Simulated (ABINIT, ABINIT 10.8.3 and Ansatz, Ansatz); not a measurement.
# Excitons of CaC2 (Immm): kernels and approximations

Wanted: excitons and ε₂ of CaC2 (Immm), with cost.

Calculated with ABINIT 10.8.3 and Ansatz 0.2.0; PBEsol and many-body steps on it, plane waves.

## Step 1: The structure

It takes space group Immm (No. 71, orthorhombic). Conventional cell: a = 3.790 Å, b = 4.887 Å, c = 5.360 Å, α = 90.00°, β = 90.00°, γ = 90.00°. Nearest to Ca lie 8 C at 2.62 to 2.75 Å. C has 1 C at 1.26 Å and 4 Ca at 2.62 to 2.75 Å nearest. Farther neighbours are not listed.

The cell and positions are those that the Materials Project relaxed with its own functionals (PBE, PBE+U or r2SCAN), kept fixed.

## Step 2: Empty states on the mesh, 4×4×4 mesh, 37 bands

This step: ABINIT 10.8.3; DFT, PBEsol, plane waves, norm-conserving pseudopotentials.

The sums over transitions need many empty states on a uniform mesh; this step solves for them.

The input, run.abi:

```
acell 3*1.0 Angstrom
rprim 
  -1.894876555000 2.443261230000 2.680131180000
  1.894876555000 -2.443261230000 2.680131180000
  1.894876555000 2.443261230000 -2.680131180000
ntypat 2
znucl 20 6
natom 3
typat 1 2 2
xred 
  0.000000000000 0.000000000000 0.000000000000
  0.371239070000 0.500000000000 0.871239070000
  0.628760930000 0.500000000000 0.128760930000
pp_dirpath "pseudos"
pseudos "Ca.upf, C.upf"
ecut 37
ngkpt 4 4 4
nshiftk 1
shiftk 0 0 0
kptopt 1
chksymbreak 0
iscf -2
irdden 1
istwfk *1
nband 37
nbdbuf 4
tolwfr 1e-09
nstep 60
prtvol 0
indata_prefix "in"
outdata_prefix "out"
tmpdata_prefix "tmp"
```

Launch:

```sh
> OMP_NUM_THREADS=1 mpirun -n 4 abinit run.abi > log
```

Numbers of over 12 decimals in the logs are rounded to 6 here.

What it wrote:

```text
.Version 10.8.3 of ABINIT. v10.8.2 released Aug 2026.

 Symmetries : space group Im m m (# 71); Bravais oI (body-center ortho.)
[... echo of the input left out ...]
== DATASET  1 ==================================================================
-   mpi_nproc: 4, omp_nthreads: 1 (-1 if OMP is not activated)

--- !DatasetInfo
iteration_state: {dtset: 1, }
dimensions: {natom: 3, nkpt: 18, mband: 37, nsppol: 1, nspinor: 1, nspden: 1, mpw: 3625, }
cutoff_energies: {ecut:  37.0, pawecutdg:  -1.0, }
[...]
0.48907    0.49396    0.61125    0.65102    0.68703    0.70285    0.76154    0.76943
   0.82167    0.82319    0.96146    0.97798    1.00157    1.03318    1.10464    1.14038
   1.19110    1.24064    1.26815    1.30157    1.30511
 prteigrs : prtvol=0 or 1, do not print more k-points.

== END DATASET(S) ==============================================================
================================================================================

 -outvars: echo values of variables after computation  --------
            nband          37
             nkpt          18
          spgroup          71
 [... the other variables as echoed above ...]

 Calculation completed.
```

The job ended after 16 s (4 MPI ranks of Arm Neoverse V1, shared host; peak memory 0.29 GiB).

Numbers from this step:

* gap: 2.291 eV
* k of the valence top: 0.25, -0.25, 0.25
* k of the conduction bottom: 0, 0, 0
* least direct gap: 2.601 eV
* k points computed: 18
* lowest point of the top converged band, above the valence top: 27.37 eV

On this mesh the gap is 2.291 eV.

The density comes from a self-consistent run that is not shown.

## Step 3: Screening, 4×4×4 mesh, 33 bands, screening to 98 eV

The RPA dielectric matrix is built and inverted for each q.

This step: RPA screening on PBEsol, plane waves, norm-conserving pseudopotentials.

run.abi, as its differences from that of step 2:

```diff
@@ -21,10 +21,11 @@
 chksymbreak 0
-iscf -2
-irdden 1
 istwfk *1
-nband 37
-nbdbuf 4
-tolwfr 1e-09
-nstep 60
-prtvol 0
+occopt 1
+irdwfk 1
+optdriver 3
+nband 33
+ecuteps 3.6
+inclvkb 2
+awtr 1
+symchi 1
 indata_prefix "in"
```

What it wrote:

```text
.Version 10.8.3 of ABINIT. v10.8.2 released Aug 2026.

 Symmetries : space group Im m m (# 71); Bravais oI (body-center ortho.)
[... echo of the input left out ...]
== DATASET  1 ==================================================================
-   mpi_nproc: 4, omp_nthreads: 1 (-1 if OMP is not activated)

--- !DatasetInfo
iteration_state: {dtset: 1, }
dimensions: {natom: 3, nkpt: 18, mband: 33, nsppol: 1, nspinor: 1, nspden: 1, mpw: 3625, }
cutoff_energies: {ecut:  37.0, pawecutdg:  -1.0, }
[...]
--------------------------------------------------------------------------------
[... chi0 elements left out ...]
 For q-point:  0.000010 0.000020 0.000030
  dielectric constant =   3.6167
  dielectric constant without local fields =   4.3311

  Average fulfillment of the sum rule on Im[epsilon] for q-point    1 :     40.91  [%]
[... wings left out ...]
  q-point number  2        q = ( 0.250000, 0.000000, 0.000000) [r.l.u.]
--------------------------------------------------------------------------------
[... chi0 elements left out ...]
  Average fulfillment of the sum rule on Im[epsilon] for q-point    2 :     64.26  [%]

 [... 16 further q-points ...]
```

Run time: 62 s. Hardware: 4 MPI ranks; peak memory 1.9 GiB.

Numbers from this step:

* ε∞ with local fields, on this mesh, along the program's q direction: 3.617
* the same without local fields: 4.331
* plasma frequency: 22.36 eV
* plane waves in the screening matrix: 105

Local fields lower ε∞ by 16 %. On a Γ-centred mesh this coarse the value itself is usually too large, while a short band sum pulls it down.

## Step 4: Self-energy, 4×4×4 mesh, 33 bands, screening to 98 eV

The self-energy is evaluated for the states that the input lists, and the levels follow from it, in one-shot runs by the linearised quasiparticle equation.

This step: G0W0 on PBEsol, plane waves, norm-conserving pseudopotentials.

run.abi, as its differences from that of step 3:

```diff
@@ -24,8 +24,17 @@
 irdwfk 1
-optdriver 3
+optdriver 4
 nband 33
+gwcalctyp 0
+ecutsigx 37
+symsigma 1
+nkptgw 2
+kptgw 
+  0.2500000000 -0.2500000000 0.2500000000
+  0.0000000000 0.0000000000 0.0000000000
+bdgw 
+  8 11
+  8 11
 ecuteps 3.6
-inclvkb 2
-awtr 1
-symchi 1
+irdscr 1
+ppmodel 1
 indata_prefix "in"
```

What it wrote:

```text
.Version 10.8.3 of ABINIT. v10.8.2 released Aug 2026.

 Symmetries : space group Im m m (# 71); Bravais oI (body-center ortho.)
[... echo of the input left out ...]
== DATASET  1 ==================================================================
-   mpi_nproc: 4, omp_nthreads: 1 (-1 if OMP is not activated)

--- !DatasetInfo
iteration_state: {dtset: 1, }
dimensions: {natom: 3, nkpt: 18, mband: 33, nsppol: 1, nspinor: 1, nspden: 1, mpw: 3625, }
cutoff_energies: {ecut:  37.0, pawecutdg:  -1.0, }
[...]
Band     E0 <VxcDFT>   SigX SigC(E0)      Z dSigC/dE  Sig(E)    E-E0       E
[...]
10   4.767 -11.381  -6.486  -2.737   0.820  -0.219  -9.611   1.771   6.538
       11   6.030 -13.053  -7.651  -2.765   0.815  -0.227 -10.904   2.150   8.180

== END DATASET(S) ==============================================================
================================================================================

 -outvars: echo values of variables after computation  --------
           etotal      0.0000000000E+00
            nband          33
             nkpt          18
          spgroup          71
 [... the other variables as echoed above ...]

 Calculation completed.
```

Wall time 11 s (4 MPI ranks); peak memory 1.9 GiB.

Numbers from this step:

```yaml
g0w0_gap_on_the_points_computed: 4.408 eV
starting_gap_on_the_mesh: 2.291 eV
k_of_the_valence_top: 0.25, -0.25, 0.25
k_of_the_conduction_bottom: 0, 0, 0
least_direct_g0w0_gap_on_the_computed_points: 4.771 eV
```

The gap on the mesh goes from 2.29 eV to 4.41 eV, a correction of +2.12 eV.

The gap opens by 2.117 eV; the next steps shift the empty bands rigidly by 2.117 eV. The least direct G0W0 gap is 4.771 eV, so this shift leaves the direct transitions −0.05 eV off.

## Step 5: Excitons

Optical absorption needs the electron-hole interaction, solved here in a basis of vertical transitions on the mesh.

This step: Bethe-Salpeter equation on PBEsol with a scissors shift, plane waves, norm-conserving pseudopotentials.

run.abi, as its differences from that of step 4:

```diff
@@ -24,17 +24,17 @@
 irdwfk 1
-optdriver 4
-nband 33
-gwcalctyp 0
-ecutsigx 37
-symsigma 1
-nkptgw 2
-kptgw 
-  0.2500000000 -0.2500000000 0.2500000000
-  0.0000000000 0.0000000000 0.0000000000
-bdgw 
-  8 11
-  8 11
+optdriver 99
+bs_calctype 1
+mbpt_sciss 2.117 eV
+bs_loband 6
+nband 14
+bs_exchange_term 1
+bs_coulomb_term 11
+bs_coupling 0
+bs_algorithm 1
+bs_freq_mesh 0 11 0.1 eV
+zcut 0.15 eV
 ecuteps 3.6
+ecutwfn 18.5
+inclvkb 2
 irdscr 1
-ppmodel 1
 indata_prefix "in"
```

What it wrote:

```text
.Version 10.8.3 of ABINIT. v10.8.2 released Aug 2026.

 Symmetries : space group Im m m (# 71); Bravais oI (body-center ortho.)
[... echo of the input left out ...]
== DATASET  1 ==================================================================
-   mpi_nproc: 4, omp_nthreads: 1 (-1 if OMP is not activated)

--- !DatasetInfo
iteration_state: {dtset: 1, }
dimensions: {natom: 3, nkpt: 18, mband: 14, nsppol: 1, nspinor: 1, nspden: 1, mpw: 1295, }
cutoff_energies: {ecut:  18.5, pawecutdg:  -1.0, }
electrons: {nelect:   1.80000000E+01, charge:   0.00000000E+00, occopt:   1.00000000E+00, tsmear:   1.00000000E-02, }

 Exciton: Calculation of dielectric properties by solving the Bethe-Salpeter equation
 in frequency domain and reciprocal space on a transitions basis set.
 Based on a program developed by L. Reining, V. Olevano, F. Sottile,
 S. Albrecht, and G. Onida. Incorporated in ABINIT by M. Giantomassi.

.Using double precision arithmetic ; gwpc =  8

[... cell and pseudopotentials left out ...]
--------------------------------------------------------------------------------

 ==== K-mesh for the wavefunctions ====
 Number of points in the irreducible wedge :    18
[... list of points left out ...]
 Together with  8 symmetry operations and time-reversal symmetry
 yields    64 points in the full Brillouin Zone.

 ==== Q-mesh for the screening function ====
 Number of points in the irreducible wedge :    18
[... list of points left out ...]
 Together with  8 symmetry operations and time-reversal symmetry
 yields    64 points in the full Brillouin Zone.

 vcoul_init : cutoff-mode = AUXILIARY_FUNCTION
 q-points for optical limit:   1
     1)      0.000010    0.000020    0.000030
 setmesh: FFT mesh size selected  =    45x   45x   45
          total number of points  =        91125

 ==== Fundamental parameters for the solution of the Bethe-Salpeter equation: ====
 Algorithm: Direct diagonalization.
 Dimension of the v, W matrices,  npweps  = 105
 Cutoff for the wavefunctions,    npwwfn  = 1295
 Number of k-points in the IBZ,   nkibz   = 18
 Highest empty band included,     nband   = 14
 === Spin UP ===
 Number of resonant transitions          1280
 Lowest occupied state                   6
 Highest occupied state                  9
 Lowest unoccupied state                 10
 Highest unoccupied state                14
 Minimum frequency [eV]           Emin    =   0.00
 Maximum frequency [eV]           Emax    =  11.00
 Frequency step [eV]              dE      =   0.10
 Lorentzian broadening [eV]       eta     =   0.15
 RPA L0 with KS energies and KS wavefunctions
 Scissors operator energy [eV] =          2.12
 Local fields effects (v term) included
 Excitonic effects (W term) included
 Full W_GG' included
 W is read from an external SCR file
 Resonant-only calculation (Hermitian case)

 Calculating epsilon_Macro(q-->0,w), along the following directions:
 q = (  1.086097  0.000000  0.000000) [r.l.u.]
 q = (  0.000000  0.930688  0.000000) [r.l.u.]
 q = (  0.000000  0.000000  0.900677) [r.l.u.]
 q = ( -0.569902  0.569902  0.569902) [r.l.u.]
 q = (  0.734833 -0.734833  0.734833) [r.l.u.]
 q = (  0.806074  0.806074 -0.806074) [r.l.u.]
 Number of electrons calculated from density =   17.9959; Expected =   18.0000
 average of density, n =  0.053729
 r_s =    1.6440
 omega_plasma =   22.3594 [eV]

. Writing resonant excitonic Hamiltonian on file out_BSR; file size=   0.01 [Gb].
 Direct diagonalization of the resonant excitonic Hamiltonian, Matrix size= 1280
. Using LAPACK sequential version.
 Excitonic eigenvalues in eV up to n=   32
   3.91398   4.21154   4.55653   4.60923   4.67077   4.72750   4.77773   4.78507
   4.93481   5.03388   5.06118   5.06631   5.07415   5.13683   5.15790   5.20533
   5.23745   5.27738   5.29185   5.31894   5.32451   5.32613   5.34733   5.37730
   5.39822   5.40763   5.43735   5.44453   5.45593   5.47434   5.47838   5.48403

 First excitonic eigenvalue=    3.91 [eV]
 Last  excitonic eigenvalue=   13.71 [eV]

 GW  direct gap       4.72  0.00 [eV]
 EXC direct gap       3.91  0.00 [eV]
 EXC binding energy   0.80  0.00 [eV]

 Excitonic eigenvalues up to the GW energy gap [eV]
  1 (  3.91  0.00)
  2 (  4.21  0.00)
  3 (  4.56  0.00)
  4 (  4.61  0.00)
  5 (  4.67  0.00)

 Macroscopic dielectric function:
 omega [eV] <KS_RPA_nlf>  <GW_RPA_nlf>  <BSE>
   0.0000   3.5963   0.0000   2.8797   0.0000   2.9001   0.0000
   0.1000   3.5973   0.0029   2.8800   0.0010   2.9005   0.0011
   0.2000   3.6001   0.0057   2.8810   0.0019   2.9016   0.0023
   0.3000   3.6049   0.0086   2.8826   0.0029   2.9035   0.0034
   0.4000   3.6116   0.0116   2.8849   0.0039   2.9061   0.0046
   0.5000   3.6203   0.0146   2.8878   0.0049   2.9095   0.0057
   0.6000   3.6310   0.0177   2.8914   0.0059   2.9137   0.0069
   0.7000   3.6438   0.0210   2.8957   0.0069   2.9187   0.0081
   0.8000   3.6588   0.0243   2.9006   0.0079   2.9245   0.0093
   0.9000   3.6761   0.0279   2.9062   0.0090   2.9311   0.0106

 Writing KS-RPA macroscopic dielectric function without local fields to file: out_RPA_NLF_MDF
 Writing GW-RPA macroscopic dielectric function without local fields to file: out_GW_NLF_MDF
 Writing EXC Macroscopic dielectric function to file: out_EXC_MDF

== END DATASET(S) ==============================================================
================================================================================

 -outvars: echo values of variables after computation  --------
           etotal      0.0000000000E+00
            nband          14
             nkpt          18
          spgroup          71
 [... the other variables as echoed above ...]

 Calculation completed.
```

Run time: 4.9 min. Hardware: 4 MPI ranks; peak memory 1.3 GiB.

This step gave:

* direct gap of the transition levels: 4.718 eV
* transitions in the window: 1280
* first strong exciton (over a fiftieth of the strongest listed): 4.212 eV
* lowest state: 3.914 eV
* binding of the lowest state below the direct gap: 0.8045 eV
* Coulomb term of one mesh cell: 0.7692 eV

The binding is 1.0 times the screened Coulomb term of one mesh cell (0.77 eV), so it is not shown settled.

The lowest state lies at 3.914 eV, 0.805 eV under the direct gap.

Lines within 3 meV are set at the lowest of them, and the highest group, which the list may cut short, is left out. Lines of the exciton spectrum (strongest = 100):

| position (eV) | oscillator strength, relative |
| --- | --- |
| 3.914 | 0.1 |
| 4.212 | 100 |
| 4.556 | 0.1 |
| 4.609 | 0.1 |
| 4.671 | 2.0 |
| 4.728 | 0.1 |
| 4.778 | 14 |
| 4.785 | 0.8 |
| 4.935 | 78 |
| 5.034 | 61 |
| 5.061 | 0.1 |
| 5.066 | 0.1 |
| 5.074 | 41 |
| 5.137 | 0.3 |
| 5.158 | 16 |

The ε₂ has structure finer than the step of the table below, so its rows give means over 0.5 eV, whole bins alone (the curve runs from 0 to 10.9 eV). Peaks (eV: height): BSE 5.30: 3.33, 6.40: 5.64; no electron-hole interaction 6.20: 3.58, 7.40: 6.69, 8.40: 5.57, 10.10: 3.97; Kohn-Sham, no shift 4.10: 3.59, 5.20: 6.73, 8.00: 3.95.

Mean over the three Cartesian directions of q; broadening 0.15 eV; transition window only. Limits: finite bands, cutoff and mesh; coarse k mesh; exciton not shown settled in the k mesh. The ε₂ by photon energy; means over each step:

| photon energy (eV) | BSE | no electron-hole interaction | Kohn-Sham, no shift |
| --- | --- | --- | --- |
| 0.5 | 0.00583 | 0.00500 | 0.0151 |
| 1.0 | 0.0122 | 0.0103 | 0.0327 |
| 1.5 | 0.0196 | 0.0163 | 0.0571 |
| 2.0 | 0.0290 | 0.0235 | 0.101 |
| 2.5 | 0.0423 | 0.0326 | 0.275 |
| 3.0 | 0.0640 | 0.0453 | 0.633 |
| 3.5 | 0.112 | 0.0644 | 1.64 |
| 4.0 | 0.405 | 0.0990 | 3.20 |
| 4.5 | 0.583 | 0.205 | 2.65 |
| 5.0 | 1.86 | 0.616 | 5.79 |
| 5.5 | 2.50 | 1.14 | 6.31 |
| 6.0 | 2.52 | 3.12 | 5.09 |
| 6.5 | 4.88 | 2.56 | 4.02 |
| 7.0 | 3.85 | 5.08 | 3.74 |
| 7.5 | 3.22 | 6.49 | 2.98 |
| 8.0 | 3.37 | 5.22 | 3.53 |
| 8.5 | 3.25 | 4.49 | 2.49 |
| 9.0 | 2.83 | 3.69 | 1.83 |
| 9.5 | 3.04 | 3.17 | 1.15 |
| 10.0 | 2.34 | 3.40 | 0.847 |
| 10.5 | 2.29 | 2.83 | 0.444 |

## Step 6: Triplet (no exchange term)

run.abi, as its differences from that of step 5:

```diff
@@ -28,4 +28,4 @@
 bs_loband 6
-nband 14
-bs_exchange_term 1
+nband 12
+bs_exchange_term 0
 bs_coulomb_term 11
@@ -33,3 +33,3 @@
 bs_algorithm 1
-bs_freq_mesh 0 11 0.1 eV
+bs_freq_mesh 0 9 0.05 eV
 zcut 0.15 eV
```

What it wrote:

```text
.Version 10.8.3 of ABINIT. v10.8.2 released Aug 2026.

 Symmetries : space group Im m m (# 71); Bravais oI (body-center ortho.)
[... echo of the input left out ...]
== DATASET  1 ==================================================================
-   mpi_nproc: 4, omp_nthreads: 1 (-1 if OMP is not activated)

--- !DatasetInfo
iteration_state: {dtset: 1, }
dimensions: {natom: 3, nkpt: 18, mband: 12, nsppol: 1, nspinor: 1, nspden: 1, mpw: 1295, }
cutoff_energies: {ecut:  18.5, pawecutdg:  -1.0, }
electrons: {nelect:   1.80000000E+01, charge:   0.00000000E+00, occopt:   1.00000000E+00, tsmear:   1.00000000E-02, }

 Exciton: Calculation of dielectric properties by solving the Bethe-Salpeter equation
 in frequency domain and reciprocal space on a transitions basis set.
 Based on a program developed by L. Reining, V. Olevano, F. Sottile,
 S. Albrecht, and G. Onida. Incorporated in ABINIT by M. Giantomassi.

.Using double precision arithmetic ; gwpc =  8

[... cell and pseudopotentials left out ...]
--------------------------------------------------------------------------------

 ==== K-mesh for the wavefunctions ====
 Number of points in the irreducible wedge :    18
[... list of points left out ...]
 Together with  8 symmetry operations and time-reversal symmetry
 yields    64 points in the full Brillouin Zone.

 ==== Q-mesh for the screening function ====
 Number of points in the irreducible wedge :    18
[... list of points left out ...]
 Together with  8 symmetry operations and time-reversal symmetry
 yields    64 points in the full Brillouin Zone.

 vcoul_init : cutoff-mode = AUXILIARY_FUNCTION
 q-points for optical limit:   1
     1)      0.000010    0.000020    0.000030
 setmesh: FFT mesh size selected  =    45x   45x   45
[...]
average of density, n =  0.053729
 r_s =    1.6440
 omega_plasma =   22.3594 [eV]

. Writing resonant excitonic Hamiltonian on file out_BSR; file size=   0.00 [Gb].
 Direct diagonalization of the resonant excitonic Hamiltonian, Matrix size= 768
. Using LAPACK sequential version.
 Excitonic eigenvalues in eV up to n=   32
   3.89177   4.09559   4.36458   4.58758   4.63130   4.67784   4.73395   4.77700
   4.78163   5.00483   5.02715   5.03578   5.05433   5.06111   5.06163   5.09867
   5.11246   5.13701   5.24083   5.30308   5.30682   5.31941   5.33061   5.34328
   5.35522   5.39228   5.40191   5.40662   5.43475   5.44336   5.45213   5.46391

 First excitonic eigenvalue=    3.89 [eV]
 Last  excitonic eigenvalue=   11.90 [eV]

 GW  direct gap       4.72  0.00 [eV]
 EXC direct gap       3.89  0.00 [eV]
 EXC binding energy   0.83  0.00 [eV]

 Excitonic eigenvalues up to the GW energy gap [eV]
  1 (  3.89  0.00)
  2 (  4.10  0.00)
  3 (  4.36  0.00)
  4 (  4.59  0.00)
  5 (  4.63  0.00)
  6 (  4.68  0.00)

 Macroscopic dielectric function:
 omega [eV] <KS_RPA_nlf>  <GW_RPA_nlf>  <BSE>
   0.0000   3.3227   0.0000   2.6614   0.0000   3.1463   0.0000
   0.0500   3.3229   0.0014   2.6615   0.0005   3.1464   0.0010
   0.1000   3.3236   0.0027   2.6617   0.0009   3.1470   0.0021
[...]
0.4000   3.3373   0.0111   2.6662   0.0037   3.1573   0.0083
   0.4500   3.3412   0.0125   2.6675   0.0041   3.1602   0.0094

 Writing KS-RPA macroscopic dielectric function without local fields to file: out_RPA_NLF_MDF
 Writing GW-RPA macroscopic dielectric function without local fields to file: out_GW_NLF_MDF
 Writing EXC Macroscopic dielectric function to file: out_EXC_MDF

== END DATASET(S) ==============================================================
================================================================================

 -outvars: echo values of variables after computation  --------
           etotal      0.0000000000E+00
            nband          12
             nkpt          18
          spgroup          71
 [... the other variables as echoed above ...]

 Calculation completed.
```

Run time: 1.8 min. Hardware: 4 MPI ranks; peak memory 1.1 GiB.

The lowest triplet lies at 3.892 eV; without spin-orbit coupling triplets are dark, so no spectrum is read.

(Part 1 of 2 ends here.)

[Paths, hosts, dates, memory and timing lines, banners, echoed tables and standing remarks are left out of the program output.]

[Logs are printed without paths, hosts, clocks, repeated set-up lines and the standing remarks that a program may print on its own settings, such as how far it seeks lower states.]

[Runs of the session that timed out or met a known fault of the program may be left out.]

[Hosts, paths, dates, database ids (printed as entryN), source tags and the programs' standing remarks are cut or masked in the printed files.]

[G0W0 gaps are taken among the corrected bands and points alone; a level outside them can change the order at an edge.]

[Where Ansatz stands beside ABINIT at settings called matched, ABINIT's density can come from a denser mesh and the files from another edition; pairs whose starting gaps differed by over 0.03 eV were left out, so agreement reads better than it is.]
